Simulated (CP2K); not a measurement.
Two runs for the S L₂,₃ edge of 3-ethynylthiophene. Run A: CP2K XAS_TDP, all-electron GAPW, PBEh(45%), aug-cc-pVDZ, TDA, ZORA, spin–orbit coupling. Run B has a fault in its input.

First lines with a strength over 0.0003. A:

```
              atom  energy (eV)  states  strength, one atom
S6 (bonded to 2 C)       164.28       1              0.0003
                         164.62       1              0.0022
                         164.92       1              0.0019
                         165.69       2              0.0017
                         166.03       1              0.0042
```

B:

```
              atom  energy (eV)  states  strength, one atom
S6 (bonded to 2 C)       162.51       1              0.0018
                         162.60       2              0.0016
                         162.62       1              0.0005
                         162.94       1              0.0022
                         163.49       1              0.0018
```

Q: What went wrong in run B?

The basis is far too small (basis from aug-cc-pVDZ to 3-21G*). The lowest line over the strength cut lies at 162.51 eV, against 164.28 eV (PBEh(45%), aug-cc-pVDZ). Another fault could leave a like mark.

[Banner, clock and machine lines of the logs are left out without a mark of their own.]

[Logs are printed without paths, hosts, clocks, repeated set-up lines and the standing remarks that a program may print on its own settings, such as how far it seeks lower states.]

[Hosts, paths, dates, database ids (printed as entryN), source tags and the programs' standing remarks are cut or masked in the printed files.]
